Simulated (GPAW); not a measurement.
## Dielectric function and optical constants of SnO2 (Cassiterite)

Aim: the dielectric function of SnO2 (Cassiterite), and the optical constants that follow from it.

Calculated with GPAW 26.7.0; DFT, PBE, plane-wave PAW (GPAW data sets), scalar-relativistic, RPA, optical limit.

Most raw output is cut from this account.

### Step 1. The structure

It takes space group P4_2/mnm (No. 136, tetragonal). The conventional cell has a = 4.738 Å, b = 4.738 Å, c = 3.187 Å, α = 90.00°, β = 90.00°, γ = 90.00°. Sn has 6 O at 2.05 to 2.06 Å nearest. Nearest to O lie 3 Sn at 2.05 to 2.06 Å. Farther neighbours and most contacts between anions are not listed.

### Step 2. Ground state

The self-consistent density comes first; it also tells whether there is a gap, which decides the occupations and the need for a Drude term.

This step: DFT, PBE, plane-wave PAW (GPAW data sets), scalar-relativistic, ground state (GPAW 26.7.0).

Input file gs.py:

```python
from ase import Atoms
from ase.dft.bandgap import bandgap
from gpaw import GPAW, PW, FermiDirac

atoms = Atoms(['Sn', 'Sn', 'O', 'O', 'O', 'O'],
              cell=[[4.738000000000, 0.000000000000, 0.000000000000],
                    [0.000000000000, 4.738000000000, 0.000000000000],
                    [0.000000000000, 0.000000000000, 3.186500000000]],
              scaled_positions=[[0.500000000000, 0.500000000000, 0.500000000000],
                                [0.000000000000, 0.000000000000, 0.000000000000],
                                [0.807100000000, 0.192900000000, 0.500000000000],
                                [0.692900000000, 0.692900000000, 0.000000000000],
                                [0.192900000000, 0.807100000000, 0.500000000000],
                                [0.307100000000, 0.307100000000, 0.000000000000]],
              pbc=[True, True, True])
atoms.calc = GPAW(mode=PW(550), xc='PBE', kpts={'size': (5, 5, 8), 'gamma': True},
                  occupations=FermiDirac(0.05), maxiter=150, txt='gs.txt')
print('energy (eV)', atoms.get_potential_energy())
print('Fermi level (eV)', atoms.calc.get_fermi_level())
print('valence electrons', atoms.calc.get_number_of_electrons())
print('gap (eV)', bandgap(atoms.calc, output=None)[0])
print('direct gap (eV)', bandgap(atoms.calc, direct=True, output=None)[0])
atoms.calc.write('gs.gpw')
```

The run is started by

```console
$ OMP_NUM_THREADS=1 python gs.py
```

Elapsed: 67 s, on 1 thread of Arm Neoverse V1, shared host; peak memory 0.22 GiB.

This step gave:

| Property | Result |
| --- | --- |
| energy | -38.00 eV |
| Fermi energy | 6.738 eV |
| gap on the k-mesh | 1.293 eV |
| direct gap on the mesh | 1.293 eV |
| electrons | 52 |

There is a gap, 1.29 eV on this mesh (points off the mesh can give less), so no carriers' term is needed.

### Step 3. Bands for the response

The response needs many more empty bands than the density does.

This step: DFT, PBE, plane-wave PAW (GPAW data sets), scalar-relativistic, bands at fixed density (GPAW 26.7.0).

Input file nscf.py:

```python
from ase.dft.bandgap import bandgap
from gpaw import GPAW, FermiDirac

calc = GPAW('gs.gpw').fixed_density(kpts={'size': (6, 6, 9), 'gamma': True}, nbands=72, convergence={'bands': 66},
                                    occupations=FermiDirac(0.001), txt='nscf.txt')
print('gap (eV)', bandgap(calc, output=None)[0])
print('direct gap (eV)', bandgap(calc, direct=True, output=None)[0])
print('top band over the Fermi level (eV)', min(calc.get_eigenvalues(kpt=k)[65] for k in range(len(calc.get_ibz_k_points()))) - calc.get_fermi_level())
calc.write('full.gpw', mode='all')
```

The run is started by

```console
$ OMP_NUM_THREADS=1 python nscf.py
```

Wall time 6.7 min (1 thread); peak memory 0.36 GiB.

### Step 4. Dielectric function, RPA

Transitions between filled and empty bands, summed over the zone, give the optical response, so mesh, band count and broadening shape it.

The induced potential is part of this response.

This step: DFT, PBE, plane-wave PAW (GPAW data sets), scalar-relativistic, RPA, optical limit (GPAW 26.7.0).

Input file df.py:

```python
from gpaw.response.df import DielectricFunction

df = DielectricFunction('full.gpw', frequencies={'type': 'nonlinear', 'domega0': 0.03, 'omega2': 8},
                        ecut=50,
                        eta=0.12,
                        nbands=66,
                        txt='df.txt')
for direction in ['x', 'z']:
    df.get_dielectric_function(xc='RPA', direction=direction, filename=f'df_{direction}.csv')
```

The run is started by

```console
$ OMP_NUM_THREADS=1 python df.py
```

Run time: 45 s. Hardware: 1 thread; peak memory 0.32 GiB.

Numbers from this step:

- electronic dielectric constant ε∞, mean over x, y and z (by symmetry where fewer were run): 4.244

Some rows of df_x.csv (energy; Re and Im without local fields; Re and Im with them):

```text
0.000000, 4.260194, 0.000000, 4.148017, 0.000000
0.429336, 4.278459, 0.010476, 4.166305, 0.010492
0.878195, 4.341799, 0.024624, 4.229784, 0.024699
1.347938, 4.483267, 0.053392, 4.371873, 0.053706
1.840057, 4.867258, 0.240646, 4.758925, 0.242925
2.356191, 4.627257, 0.314654, 4.513764, 0.318083
2.898142, 4.243965, 1.013615, 4.123896, 1.038128
3.467895, 4.258433, 1.104751, 4.119274, 1.144580
4.067647, 4.689958, 1.007268, 4.544087, 1.001653
4.699832, 4.107783, 1.407048, 3.904678, 1.467810
5.367152, 5.017732, 1.771438, 4.837413, 1.789482
6.072622, 4.879053, 2.918738, 4.647456, 2.938417
6.819608, 4.462876, 4.279284, 4.257833, 3.926718
7.611886, 2.377465, 2.650566, 2.194875, 2.737537
8.453705, 3.514669, 2.316443, 3.226518, 2.195477
9.349861, 3.654582, 3.911901, 3.337536, 3.714556
10.305790, 1.339611, 3.716082, 1.366395, 3.563495
11.327680, 1.660921, 2.556363, 1.395062, 2.402625
12.422601, 1.845675, 2.454540, 1.530712, 2.183476
13.598673, 1.757221, 3.337547, 1.696510, 2.732177
```

The Im ε has structure finer than the step of the table below, so its rows give means over 0.5 eV, whole bins alone (the curve runs from 0 to 14.0 eV). Peaks (eV: height): E ∥ x 2.06: 0.908, 2.78: 1.50, 3.30: 1.81, 4.61: 1.79, 6.93: 4.24, 8.89: 3.41, 9.42: 4.03; E ∥ z 4.16: 2.50, 6.18: 3.65, 7.85: 5.78, 8.70: 8.49, 9.96: 4.89, 13.77: 3.03.

Sum at mesh points, not converged in k; values under the direct gap are tails of Lorentzian lines. The Im ε by photon energy; means over each step:

```csv
photon energy (eV),E ∥ x,E ∥ z
0.5,0.0126,0.00817
1.0,0.0308,0.0174
1.5,0.0822,0.0295
2.0,0.534,0.0485
2.5,0.595,0.0947
3.0,1.07,0.418
3.5,1.34,1.09
4.0,1.04,1.43
4.5,1.57,1.47
5.0,1.23,1.92
5.5,1.72,2.34
6.0,2.50,2.87
6.5,2.99,2.78
7.0,3.92,3.54
7.5,2.98,4.43
8.0,2.43,5.25
8.5,2.39,7.21
9.0,3.13,6.94
9.5,3.74,4.07
10.0,3.83,4.54
10.5,3.22,3.67
11.0,2.60,2.53
11.5,2.51,2.33
12.0,2.20,1.93
12.5,2.13,1.71
13.0,2.29,2.11
13.5,2.69,2.81
```

The reflectivity at normal incidence has structure finer than the step of the table below, so its rows give means over 0.5 eV, whole bins alone (the curve runs from 0 to 14.0 eV). Peaks (eV: height): E ∥ x 2.70: 15.7, 3.22: 15.6, 6.02: 18.5, 6.93: 21.1, 8.89: 17.7, 9.48: 20.2, 10.03: 21.0; E ∥ z 4.11: 19.7, 9.09: 39.3, 10.59: 32.1.

Sum at mesh points, not converged in k. Reflectivity at normal incidence against photon energy; means over each step:

```csv
photon energy (eV),E ∥ x (%),E ∥ z (%)
0.5,11.8,12.7
1.0,12.1,12.9
1.5,12.8,13.3
2.0,13.5,13.8
2.5,14.2,14.7
3.0,13.8,16.4
3.5,13.1,16.2
4.0,13.3,17.9
4.5,13.8,16.3
5.0,13.3,17.2
5.5,15.3,18.8
6.0,17.5,19.5
6.5,17.8,18.3
7.0,19.9,21.2
7.5,15.5,23.3
8.0,13.1,24.7
8.5,13.7,30.5
9.0,16.5,37.2
9.5,19.1,26.2
10.0,20.4,28.5
10.5,19.1,30.4
11.0,15.4,24.6
11.5,14.2,19.1
12.0,12.9,17.5
12.5,11.4,10.1
13.0,12.2,11.8
13.5,14.4,16.2
```

The loss function −Im 1/ε at q → 0 has structure finer than the step of the table below, so its rows give means over 0.5 eV, whole bins alone (the curve runs from 0 to 14.0 eV). Peaks (eV: height): E ∥ x 7.61: 0.222, 12.10: 0.382; E ∥ z 12.18: 0.613.

Sum at mesh points, not converged in k; values under the direct gap are tails of Lorentzian lines. Table of loss function −Im 1/ε at q → 0 by energy loss; means over each step:

```csv
energy loss (eV),E ∥ x,E ∥ z
0.5,7.2e-4,4.1e-4
1.0,0.00169,8.6e-4
1.5,0.00407,0.00139
2.0,0.0252,0.00213
2.5,0.0244,0.00370
3.0,0.0488,0.0130
3.5,0.0695,0.0370
4.0,0.0511,0.0402
4.5,0.0764,0.0509
5.0,0.0614,0.0614
5.5,0.0697,0.0634
6.0,0.0837,0.0766
6.5,0.105,0.0875
7.0,0.149,0.0828
7.5,0.204,0.0882
8.0,0.187,0.111
8.5,0.149,0.100
9.0,0.163,0.146
9.5,0.174,0.240
10.0,0.216,0.219
10.5,0.283,0.268
11.0,0.327,0.392
11.5,0.315,0.424
12.0,0.361,0.517
12.5,0.307,0.440
13.0,0.284,0.347
13.5,0.259,0.293
```

The Im ε, E ∥ x has structure finer than the step of the table below, so its rows give means over 0.25 eV, whole bins alone (the curve runs from 0 to 14.0 eV). Peaks (eV: height): without local fields 2.058: 0.897, 2.780: 1.47, 3.302: 1.75, 4.607: 1.71, 6.930: 4.55, 8.895: 3.52, 9.957: 4.30; with local fields 2.058: 0.908, 2.780: 1.50, 3.302: 1.81, 4.607: 1.79, 6.930: 4.24, 8.895: 3.41, 9.416: 4.03.

Sum at mesh points, not converged in k; values under the direct gap are tails of Lorentzian lines. Table of Im ε, E ∥ x by photon energy; means over each step:

```csv
photon energy (eV),without local fields,with local fields
0.25,0.00597,0.00598
0.50,0.0124,0.0124
0.75,0.0200,0.0201
1.00,0.0301,0.0302
1.25,0.0453,0.0456
1.50,0.0750,0.0755
1.75,0.170,0.172
2.00,0.654,0.661
2.25,0.466,0.472
2.50,0.444,0.448
2.75,1.24,1.26
3.00,0.813,0.829
3.25,1.42,1.45
3.50,1.19,1.23
3.75,1.06,1.09
4.00,0.962,0.963
4.25,1.42,1.44
4.50,1.51,1.56
4.75,1.37,1.42
5.00,1.17,1.19
5.25,1.40,1.41
5.50,1.77,1.81
5.75,1.77,1.77
6.00,2.68,2.68
6.25,2.82,2.83
6.50,3.00,2.87
6.75,3.92,3.61
7.00,4.32,4.06
7.25,3.58,3.51
7.50,2.98,3.02
7.75,2.51,2.50
8.00,2.53,2.46
8.25,2.32,2.27
8.50,2.46,2.32
8.75,3.15,2.96
9.00,3.28,3.19
9.25,3.37,3.23
9.50,4.16,3.88
9.75,4.10,3.80
10.00,4.20,3.91
10.25,3.77,3.59
10.50,3.31,3.25
10.75,2.76,2.77
11.00,2.70,2.65
11.25,2.51,2.38
11.50,2.74,2.55
11.75,2.68,2.51
12.00,2.31,2.19
12.25,2.21,1.98
12.50,2.44,2.15
12.75,2.58,2.23
13.00,2.76,2.27
13.25,3.09,2.45
13.50,3.34,2.71
13.75,3.60,2.90
```

At chosen wavelengths:

```csv
wavelength (nm),n x,k x,R (%) x,1/α x,n z,k z,R (%) z,1/α z
1064,2.07,0.009,12.2,9.0 µm,2.13,0.005,13.0,17 µm
800,2.12,0.020,12.8,3.2 µm,2.15,0.007,13.3,8.9 µm
633,2.21,0.120,14.4,418 nm,2.18,0.011,13.7,4.8 µm
532,2.11,0.078,12.8,545 nm,2.22,0.016,14.3,2.7 µm
308,2.12,0.223,13.4,110 nm,2.52,0.272,19.2,90 nm
248,2.09,0.279,13.1,71 nm,2.31,0.438,17.2,45 nm
193,2.16,0.669,17.2,23 nm,2.24,0.624,17.7,25 nm
```

Below the direct gap, k and the depth come from the tails of the Lorentzian lines, not from transitions.

Rows near the edge hang on the gap, which this functional as a rule makes too small, and phonon-assisted absorption is left out.

### Step 5. Summary of results

* electronic dielectric constant ε∞, mean over x, y and z (by symmetry where fewer were run) (RPA): 4.24

In words: At this level (PBE, RPA) SnO2 has a mean ε∞ = 4.24 and n = 2.05 at 1550 nm (E ∥ x). On the mesh the gap is 1.29 eV and the least direct gap 1.29 eV. Local fields change the static value along x from 4.26 to 4.15 (-3 %). The static values by axis are 4.15 (x), 4.44 (z). Excitons and phonon-assisted transitions are missing; PBE gaps are as a rule too small, which pulls the onset down and ε∞ up. Spin-orbit coupling is left out although heavy atoms are present. In this version of GPAW the matrix elements of the optical limit are incomplete, which can lower ε − 1 by up to a tenth where first-row anions or d states rule, and shift it by more in d metals. The sum runs over mesh points 0.22 Å⁻¹ apart with no interpolation, so peaks are partly noise of the mesh; over so small a direct gap single mesh points weigh heavily, so ε∞, n and their changes from run to run can be far off.

[Machine, clock and banner lines and Python warnings are left out of the logs.]

[Logs are printed without paths, hosts, clocks, repeated set-up lines and the standing remarks that a program may print on its own settings, such as how far it seeks lower states.]

[Hosts, paths, dates, database ids (printed as entryN), source tags and the programs' standing remarks are cut or masked in the printed files.]
